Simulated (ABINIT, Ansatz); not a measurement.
# How the form of the self-energy moves the gap of MgH2 (P4_2/mnm)

How much does the gap of MgH2 (P4_2/mnm) depend on the approximation to the self-energy?

Main program and level: ABINIT 10.8.3; PBE and many-body steps on it, plane waves.

**Experimental background.**

- Gap 5.6 ± 0.1 eV: optical band gap from transmission onset (total and diffuse); optical transmission and ellipsometry; 300 K; film (polycrystalline Pd-capped film on quartz, hydrogenated at 100 bar and 100 C, measured in 1 bar H2) (“Optical properties of MgH2 measured in situ in a novel gas cell for ellipsometry/spectrophotometry”, 2003, arxiv:cond-mat/0305418).

## 1. Starting point

It takes space group P4_2/mnm (No. 136, tetragonal). Conventional cell: a = 4.517 Å, b = 4.517 Å, c = 3.020 Å, α = 90.00°, β = 90.00°, γ = 90.00°. Mg has 6 H at 1.95 Å nearest. H has 3 Mg at 1.95 Å nearest. Farther neighbours are not listed.

The cell and positions come from the Crystallography Open Database and are kept as given unless a step says otherwise.

## 2. Empty states on the mesh, 4×4×4 mesh, 415 bands

This step: ABINIT 10.8.3; DFT, PBE, plane waves, norm-conserving pseudopotentials.

The sums over transitions need many empty states on a uniform mesh; this step solves for them.

File run.abi:

```
acell 3*1.0 Angstrom
rprim 
  4.516800000000 0.000000000000 0.000000000000
  0.000000000000 4.516800000000 0.000000000000
  0.000000000000 0.000000000000 3.020500000000
ntypat 2
znucl 12 1
natom 6
typat 1 1 2 2 2 2
xred 
  0.000000000000 0.000000000000 0.000000000000
  0.500000000000 0.500000000000 0.500000000000
  0.306000000000 0.306000000000 0.000000000000
  0.194000000000 0.806000000000 0.500000000000
  0.694000000000 0.694000000000 0.000000000000
  0.806000000000 0.194000000000 0.500000000000
pp_dirpath "pseudos"
pseudos "Mg.upf, H.upf"
ecut 38
ngkpt 4 4 4
nshiftk 1
shiftk 0 0 0
kptopt 1
chksymbreak 0
irdden 1
istwfk *1
nband 415
prtvol 0
optdriver 6
gwr_task "HDIAGO"
paral_kgb 0
occopt 1
indata_prefix "in"
outdata_prefix "out"
tmpdata_prefix "tmp"
```

Run with:

```bash
$ OMP_NUM_THREADS=1 mpirun -n 4 abinit run.abi > log
```

The program printed:

```text
.Version 10.8.3 of ABINIT. v10.8.2 released Aug 2026.

 Symmetries : space group P4_2/m n m (#136); Bravais tP (primitive tetrag.)
[... echo of the input left out ...]
== DATASET  1 ==================================================================
-   mpi_nproc: 4, omp_nthreads: 1 (-1 if OMP is not activated)

--- !DatasetInfo
iteration_state: {dtset: 1, }
dimensions: {natom: 6, nkpt: 18, mband: 415, nsppol: 1, nspinor: 1, nspden: 1, mpw: 4696, }
cutoff_energies: {ecut:  38.0, pawecutdg:  -1.0, }
[...]
Indirect band gap semiconductor
 Fundamental gap:     3.895 (eV)
   VBM:     0.402 (eV) at k: [ 2.5000E-01,  0.0000E+00,  0.0000E+00]
   CBM:     4.297 (eV) at k: [ 5.0000E-01,  5.0000E-01,  5.0000E-01]
 Direct gap:         4.666 (eV) at k: [ 2.5000E-01,  2.5000E-01,  5.0000E-01]

== END DATASET(S) ==============================================================
================================================================================

 -outvars: echo values of variables after computation  --------
           etotal      0.0000000000E+00
            nband         415
             nkpt          18
          spgroup         136
 [... the other variables as echoed above ...]

 Calculation completed.
```

Elapsed: 6 min, on 4 MPI ranks of Arm Neoverse V1, shared host; peak memory 4.9 GiB; 24 min of CPU time.

Numbers from this step:

| Item | Value |
| --- | --- |
| gap | 3.895 eV |
| k of the valence top | 0.25, 0, 0 |
| k of the conduction bottom | 0.5, 0.5, 0.5 |
| least direct gap | 4.666 eV |
| k points computed | 18 |
| lowest point of the top converged band, above the valence top | 191.7578 eV |

On this mesh the gap is 3.895 eV.

The density comes from a self-consistent run that is not shown.

## 3. Screening, 4×4×4 mesh, 173 bands, screening to 176.9 eV

The RPA dielectric matrix is built and inverted for each q.

This step: RPA screening on PBE, plane waves, norm-conserving pseudopotentials.

run.abi: that of step 2 with these lines changed.

```diff
@@ -24,10 +24,11 @@
 chksymbreak 0
-irdden 1
 istwfk *1
-nband 415
-prtvol 0
-optdriver 6
-gwr_task "HDIAGO"
-paral_kgb 0
 occopt 1
+irdwfk 1
+optdriver 3
+nband 173
+ecuteps 6.5
+inclvkb 2
+awtr 1
+symchi 1
 indata_prefix "in"
```

The program printed:

```text
.Version 10.8.3 of ABINIT. v10.8.2 released Aug 2026.

 Symmetries : space group P4_2/m n m (#136); Bravais tP (primitive tetrag.)
[... echo of the input left out ...]
== DATASET  1 ==================================================================
-   mpi_nproc: 4, omp_nthreads: 1 (-1 if OMP is not activated)

--- !DatasetInfo
iteration_state: {dtset: 1, }
dimensions: {natom: 6, nkpt: 18, mband: 173, nsppol: 1, nspinor: 1, nspden: 1, mpw: 4696, }
cutoff_energies: {ecut:  38.0, pawecutdg:  -1.0, }
electrons: {nelect:   2.40000000E+01, charge:   0.00000000E+00, occopt:   1.00000000E+00, tsmear:   1.00000000E-02, }

 SCREENING: Calculation of the susceptibility and dielectric matrices

 Based on a program developped by R.W. Godby, V. Olevano, G. Onida, and L. Reining.
 Incorporated in ABINIT by V. Olevano, G.-M. Rignanese, and M. Torrent.
.Using double precision arithmetic ; gwpc =  8

[... cell and pseudopotentials left out ...]
--------------------------------------------------------------------------------

 ==== K-mesh for the wavefunctions ====
 Number of points in the irreducible wedge :    18
[... list of points left out ...]
 Together with 16 symmetry operations and time-reversal symmetry
 yields    64 points in the full Brillouin Zone.

 ==== Q-mesh for the screening function ====
 Number of points in the irreducible wedge :    18
[... list of points left out ...]
 Together with 16 symmetry operations and time-reversal symmetry
 yields    64 points in the full Brillouin Zone.

 setmesh: FFT mesh size selected  =    36x   36x   24
          total number of points  =        31104

 vcoul_init : cutoff-mode = AUXILIARY_FUNCTION
 q-points for optical limit:   1
     1)      0.000010    0.000020    0.000030

- screening: taking advantage of time-reversal symmetry
- Maximum band index for partially occupied states nbvw = 12
- Remaining bands to be divided among processors   nbcw = 161
- Number of bands treated by each node ~40

 Number of electrons calculated from density =   24.0000; Expected =   24.0000
 average of density, n =  0.057713
 r_s =    1.6053
 omega_plasma =   23.1736 [eV]

 calculating chi0 at frequencies [eV] :
  1    0.000000E+00    0.000000E+00
  2    0.000000E+00    2.317355E+01

--------------------------------------------------------------------------------
  q-point number  1        q = ( 0.000000, 0.000000, 0.000000) [r.l.u.]
--------------------------------------------------------------------------------
[... chi0 elements left out ...]
 For q-point:  0.000010 0.000020 0.000030
  dielectric constant =   3.6619
  dielectric constant without local fields =   4.0598

  Average fulfillment of the sum rule on Im[epsilon] for q-point    1 :     66.91  [%]
[... wings left out ...]
  q-point number  2        q = ( 0.250000, 0.000000, 0.000000) [r.l.u.]
--------------------------------------------------------------------------------
[... chi0 elements left out ...]
  Average fulfillment of the sum rule on Im[epsilon] for q-point    2 :     73.54  [%]

 [... 16 further q-points ...]
```

Wall time 3.9 min (4 MPI ranks); peak memory 2.4 GiB.

Numbers from this step:

```yaml
eps_infinity_with_local_fields_on_this_mesh_along_the_program_s_q_direction: 3.662
the_same_without_local_fields: 4.060
plasma_frequency: 23.17 eV
plane_waves_in_the_screening_matrix: 315
```

Local fields lower ε∞ by 10 %. On a Γ-centred mesh this coarse the value itself is usually too large, while a short band sum pulls it down.

## 4. G0W0, Godby-Needs plasmon pole

The self-energy is evaluated for the states that the input lists, and the levels follow from it, in one-shot runs by the linearised quasiparticle equation.

This step: G0W0 on PBE, plane waves, norm-conserving pseudopotentials.

run.abi: that of step 3 with these lines changed.

```diff
@@ -27,8 +27,21 @@
 irdwfk 1
-optdriver 3
+optdriver 4
 nband 173
+gwcalctyp 0
+ecutsigx 38
+symsigma 1
+nkptgw 4
+kptgw 
+  0.2500000000 0.0000000000 0.0000000000
+  0.5000000000 0.5000000000 0.5000000000
+  0.2500000000 0.2500000000 0.5000000000
+  0.0000000000 0.0000000000 0.0000000000
+bdgw 
+  11 14
+  11 14
+  11 14
+  10 14
 ecuteps 6.5
-inclvkb 2
-awtr 1
-symchi 1
+irdscr 1
+ppmodel 1
 indata_prefix "in"
```

The program printed:

```text
.Version 10.8.3 of ABINIT. v10.8.2 released Aug 2026.

 Symmetries : space group P4_2/m n m (#136); Bravais tP (primitive tetrag.)
[... echo of the input left out ...]
== DATASET  1 ==================================================================
-   mpi_nproc: 4, omp_nthreads: 1 (-1 if OMP is not activated)

--- !DatasetInfo
iteration_state: {dtset: 1, }
dimensions: {natom: 6, nkpt: 18, mband: 173, nsppol: 1, nspinor: 1, nspden: 1, mpw: 4696, }
cutoff_energies: {ecut:  38.0, pawecutdg:  -1.0, }
electrons: {nelect:   2.40000000E+01, charge:   0.00000000E+00, occopt:   1.00000000E+00, tsmear:   1.00000000E-02, }

 SIGMA: Calculation of the GW corrections

 Based on a program developped by R.W. Godby, V. Olevano, G. Onida, and L. Reining.
 Incorporated in ABINIT by V. Olevano, G.-M. Rignanese, and M. Torrent.
.Using double precision arithmetic ; gwpc =  8

[... cell and pseudopotentials left out ...]
--------------------------------------------------------------------------------

 ==== K-mesh for the wavefunctions ====
 Number of points in the irreducible wedge :    18
[... list of points left out ...]
 Together with 16 symmetry operations and time-reversal symmetry
 yields    64 points in the full Brillouin Zone.

 ==== Q-mesh for screening function ====
 Number of points in the irreducible wedge :    18
[... list of points left out ...]
 Together with 16 symmetry operations and time-reversal symmetry
 yields    64 points in the full Brillouin Zone.

 vcoul_init : cutoff-mode = AUXILIARY_FUNCTION
 q-points for optical limit:   1
     1)      0.000010    0.000020    0.000030
 setmesh: FFT mesh size selected  =    48x   48x   32
          total number of points  =        73728

 Number of electrons calculated from density =   24.0000; Expected =   24.0000
 average of density, n =  0.057713
 r_s =    1.6053
 omega_plasma =   23.1736 [eV]

 === KS Band Gaps ===
  >>>> For spin  1
   Minimum direct gap =   4.6658 [eV], located at k-point      :   0.2500  0.2500  0.5000
   Fundamental gap    =   3.8953 [eV], Top of valence bands at :   0.2500  0.0000  0.0000
                                       Bottom of conduction at :   0.5000  0.5000  0.5000
 SIGMA fundamental parameters:
 PLASMON POLE MODEL  1
 number of plane-waves for SigmaX                 4651
 number of plane-waves for SigmaC and W            315
 number of plane-waves for wavefunctions          4651
 number of bands                                   173
 number of independent spin polarizations            1
 number of spinorial components                      1
 number of k-points in IBZ                          18
 number of q-points in IBZ                          18
 number of symmetry operations                      16
 number of k-points in BZ                           64
 number of q-points in BZ                           64
 number of frequencies for dSigma/dE                 9
 frequency step for dSigma/dE [eV]                0.25
 number of omega for Sigma on real axis              0
 max omega for Sigma on real axis  [eV]           0.00
 zcut for avoiding poles [eV]                     0.10

 EPSILON^-1 parameters (SCR file):
 dimension of the eps^-1 matrix on file            315
 dimension of the eps^-1 matrix used               315
 number of plane-waves for wavefunctions          4651
 number of bands                                   173
 number of q-points in IBZ                          18
 number of frequencies                               2
 number of real frequencies                          1
 number of imag frequencies                          1

 matrix elements of self-energy operator (all in [eV])

 Perturbative Calculation

--- !SelfEnergy_ee
iteration_state: {dtset: 1, }
kpoint     : [   0.250,    0.000,    0.000, ]
spin       : 1
KS_gap     :    4.798
QP_gap     :    6.766
Delta_QP_KS:    1.968
data: !SigmaeeData |
     Band     E0 <VxcDFT>   SigX SigC(E0)      Z dSigC/dE  Sig(E)    E-E0       E
       11  -0.710 -11.185 -15.060   1.995   0.774  -0.291 -12.641  -1.456  -2.166
       12   0.402 -11.630 -15.054   1.670   0.781  -0.280 -13.000  -1.370  -0.968
       13   5.200  -8.565  -4.388  -3.449   0.822  -0.216  -7.966   0.599   5.798
       14   6.926  -8.266  -3.848  -3.704   0.816  -0.226  -7.684   0.582   7.508

--- !SelfEnergy_ee
iteration_state: {dtset: 1, }
kpoint     : [   0.500,    0.500,    0.500, ]
spin       : 1
KS_gap     :    4.769
QP_gap     :    6.907
Delta_QP_KS:    2.138
data: !SigmaeeData |
     Band     E0 <VxcDFT>   SigX SigC(E0)      Z dSigC/dE  Sig(E)    E-E0       E
       11  -0.472 -11.049 -14.865   1.927   0.776  -0.288 -12.516  -1.467  -1.939
       12  -0.472 -11.049 -14.865   1.927   0.776  -0.288 -12.516  -1.467  -1.939
[...]
--- !SelfEnergy_ee
iteration_state: {dtset: 1, }
kpoint     : [   0.250,    0.250,    0.500, ]
spin       : 1
KS_gap     :    4.666
QP_gap     :    6.748
Delta_QP_KS:    2.083
data: !SigmaeeData |
     Band     E0 <VxcDFT>   SigX SigC(E0)      Z dSigC/dE  Sig(E)    E-E0       E
[...]
--- !SelfEnergy_ee
iteration_state: {dtset: 1, }
kpoint     : [   0.000,    0.000,    0.000, ]
spin       : 1
KS_gap     :    5.246
QP_gap     :    6.963
Delta_QP_KS:    1.717
data: !SigmaeeData |
     Band     E0 <VxcDFT>   SigX SigC(E0)      Z dSigC/dE  Sig(E)    E-E0       E
[...]
12  -0.039 -11.484 -14.821   1.648   0.779  -0.283 -12.800  -1.316  -1.355
       13   5.207  -6.816  -2.910  -3.423   0.829  -0.206  -6.416   0.400   5.608
       14   5.547  -9.978  -5.729  -3.434   0.814  -0.229  -9.315   0.662   6.210

== END DATASET(S) ==============================================================
================================================================================

 -outvars: echo values of variables after computation  --------
           etotal      0.0000000000E+00
            nband         173
             nkpt          18
          spgroup         136
 [... the other variables as echoed above ...]

 Calculation completed.
```

It took 93 s on 4 MPI ranks; peak memory 2.5 GiB; 6.2 min of CPU time.

This step gave:

| Item | Value |
| --- | --- |
| G0W0 gap on the mesh | 5.936 eV |
| starting gap on the mesh | 3.895 eV |
| k of the valence top | 0.25, 0, 0 |
| k of the conduction bottom | 0.5, 0.5, 0.5 |
| Z at the valence top | 0.781 |
| Z at the conduction bottom | 0.821 |
| least direct G0W0 gap on the computed points | 6.748 eV |

The gap on the mesh goes from 3.90 eV to 5.94 eV, a correction of +2.04 eV.

## 5. G0W0, Engel-Farid plasmon pole

run.abi: that of step 4 with these lines changed.

```diff
@@ -45,3 +45,3 @@
 irdscr 1
-ppmodel 1
+ppmodel 4
 indata_prefix "in"
```

The program printed:

```text
.Version 10.8.3 of ABINIT. v10.8.2 released Aug 2026.

 Symmetries : space group P4_2/m n m (#136); Bravais tP (primitive tetrag.)
[... echo of the input left out ...]
== DATASET  1 ==================================================================
-   mpi_nproc: 4, omp_nthreads: 1 (-1 if OMP is not activated)

--- !DatasetInfo
iteration_state: {dtset: 1, }
dimensions: {natom: 6, nkpt: 18, mband: 173, nsppol: 1, nspinor: 1, nspden: 1, mpw: 4696, }
cutoff_energies: {ecut:  38.0, pawecutdg:  -1.0, }
electrons: {nelect:   2.40000000E+01, charge:   0.00000000E+00, occopt:   1.00000000E+00, tsmear:   1.00000000E-02, }

 SIGMA: Calculation of the GW corrections

 Based on a program developped by R.W. Godby, V. Olevano, G. Onida, and L. Reining.
 Incorporated in ABINIT by V. Olevano, G.-M. Rignanese, and M. Torrent.
.Using double precision arithmetic ; gwpc =  8

[... cell and pseudopotentials left out ...]
--------------------------------------------------------------------------------

 ==== K-mesh for the wavefunctions ====
 Number of points in the irreducible wedge :    18
[... list of points left out ...]
 Together with 16 symmetry operations and time-reversal symmetry
 yields    64 points in the full Brillouin Zone.

 ==== Q-mesh for screening function ====
 Number of points in the irreducible wedge :    18
[... list of points left out ...]
 Together with 16 symmetry operations and time-reversal symmetry
 yields    64 points in the full Brillouin Zone.

 vcoul_init : cutoff-mode = AUXILIARY_FUNCTION
 q-points for optical limit:   1
     1)      0.000010    0.000020    0.000030
 setmesh: FFT mesh size selected  =    48x   48x   32
          total number of points  =        73728

 Number of electrons calculated from density =   24.0000; Expected =   24.0000
[...]
matrix elements of self-energy operator (all in [eV])

 Perturbative Calculation

--- !SelfEnergy_ee
iteration_state: {dtset: 1, }
kpoint     : [   0.250,    0.000,    0.000, ]
spin       : 1
KS_gap     :    4.798
QP_gap     :    6.801
Delta_QP_KS:    2.003
data: !SigmaeeData |
     Band     E0 <VxcDFT>   SigX SigC(E0)      Z dSigC/dE  Sig(E)    E-E0       E
       11  -0.710 -11.185 -15.060   1.837   0.794  -0.259 -12.804  -1.619  -2.329
       12   0.402 -11.630 -15.054   1.525   0.799  -0.251 -13.148  -1.518  -1.116
       13   5.200  -8.565  -4.388  -3.598   0.837  -0.195  -8.080   0.485   5.684
[...]
--- !SelfEnergy_ee
iteration_state: {dtset: 1, }
kpoint     : [   0.500,    0.500,    0.500, ]
spin       : 1
KS_gap     :    4.769
QP_gap     :    6.934
Delta_QP_KS:    2.165
data: !SigmaeeData |
     Band     E0 <VxcDFT>   SigX SigC(E0)      Z dSigC/dE  Sig(E)    E-E0       E
[...]
--- !SelfEnergy_ee
iteration_state: {dtset: 1, }
kpoint     : [   0.250,    0.250,    0.500, ]
spin       : 1
KS_gap     :    4.666
QP_gap     :    6.778
Delta_QP_KS:    2.112
data: !SigmaeeData |
     Band     E0 <VxcDFT>   SigX SigC(E0)      Z dSigC/dE  Sig(E)    E-E0       E
[...]
--- !SelfEnergy_ee
iteration_state: {dtset: 1, }
kpoint     : [   0.000,    0.000,    0.000, ]
spin       : 1
KS_gap     :    5.246
QP_gap     :    7.024
Delta_QP_KS:    1.778
data: !SigmaeeData |
     Band     E0 <VxcDFT>   SigX SigC(E0)      Z dSigC/dE  Sig(E)    E-E0       E
[...]
13   5.207  -6.816  -2.910  -3.552   0.843  -0.186  -6.518   0.298   5.506
       14   5.547  -9.978  -5.729  -3.593   0.829  -0.207  -9.435   0.543   6.090

== END DATASET(S) ==============================================================
================================================================================

 -outvars: echo values of variables after computation  --------
           etotal      0.0000000000E+00
            nband         173
             nkpt          18
          spgroup         136
 [... the other variables as echoed above ...]

 Calculation completed.
```

Wall time 31 s (4 MPI ranks); peak memory 2.3 GiB; 2.1 min of CPU time.

Numbers from this step:

```
G0W0 gap on the mesh                         : 5.954 eV
starting gap on the mesh                     : 3.895 eV
k of the valence top                         : 0.25, 0, 0
k of the conduction bottom                   : 0.5, 0.5, 0.5
Z at the valence top                         : 0.799
Z at the conduction bottom                   : 0.836
least direct G0W0 gap on the computed points : 6.778 eV
```

Against G0W0 in ABINIT (4×4×4 mesh, 173 bands, screening to 176.9 eV, Godby-Needs plasmon pole), the gap moves by +0.018 eV.

## 6. G0W0, von der Linden-Horsch plasmon pole

run.abi: that of step 5 with these lines changed.

```diff
@@ -45,3 +45,3 @@
 irdscr 1
-ppmodel 4
+ppmodel 3
 indata_prefix "in"
```

The program printed:

```text
.Version 10.8.3 of ABINIT. v10.8.2 released Aug 2026.

 Symmetries : space group P4_2/m n m (#136); Bravais tP (primitive tetrag.)
[... echo of the input left out ...]
== DATASET  1 ==================================================================
-   mpi_nproc: 4, omp_nthreads: 1 (-1 if OMP is not activated)

--- !DatasetInfo
iteration_state: {dtset: 1, }
dimensions: {natom: 6, nkpt: 18, mband: 173, nsppol: 1, nspinor: 1, nspden: 1, mpw: 4696, }
cutoff_energies: {ecut:  38.0, pawecutdg:  -1.0, }
[...]
Band     E0 <VxcDFT>   SigX SigC(E0)      Z dSigC/dE  Sig(E)    E-E0       E
[...]
13   5.207  -6.816  -2.910  -3.885   0.885  -0.129  -6.798   0.019   5.226
       14   5.547  -9.978  -5.729  -3.864   0.871  -0.149  -9.643   0.334   5.882

== END DATASET(S) ==============================================================
================================================================================

 -outvars: echo values of variables after computation  --------
           etotal      0.0000000000E+00
            nband         173
             nkpt          18
          spgroup         136
 [... the other variables as echoed above ...]

 Calculation completed.
```

The job ended after 31 s (4 MPI ranks; peak memory 2.3 GiB; 2.1 min of CPU time).

Numbers from this step:

```yaml
g0w0_gap_on_the_mesh: 6.084 eV
starting_gap_on_the_mesh: 3.895 eV
k_of_the_valence_top: 0.25, 0, 0
k_of_the_conduction_bottom: 0.5, 0.5, 0.5
least_direct_g0w0_gap_on_the_computed_points: 6.912 eV
```

Against G0W0 in ABINIT (4×4×4 mesh, 173 bands, screening to 176.9 eV, Godby-Needs plasmon pole), the gap moves by +0.148 eV.

[end of part 1 of 2]

[Paths, hosts, dates, memory and timing lines, banners, echoed tables and standing remarks are left out of the program output.]

[Logs are printed without paths, hosts, clocks, repeated set-up lines and the standing remarks that a program may print on its own settings, such as how far it seeks lower states.]

[Runs of the session that timed out or met a known fault of the program may be left out.]

[Hosts, paths, dates, database ids (printed as entryN), source tags and the programs' standing remarks are cut or masked in the printed files.]

[G0W0 gaps are taken among the corrected bands and points alone; a level outside them can change the order at an edge.]

[Where Ansatz stands beside ABINIT at settings called matched, ABINIT's density can come from a denser mesh and the files from another edition; pairs whose starting gaps differed by over 0.03 eV were left out, so agreement reads better than it is.]
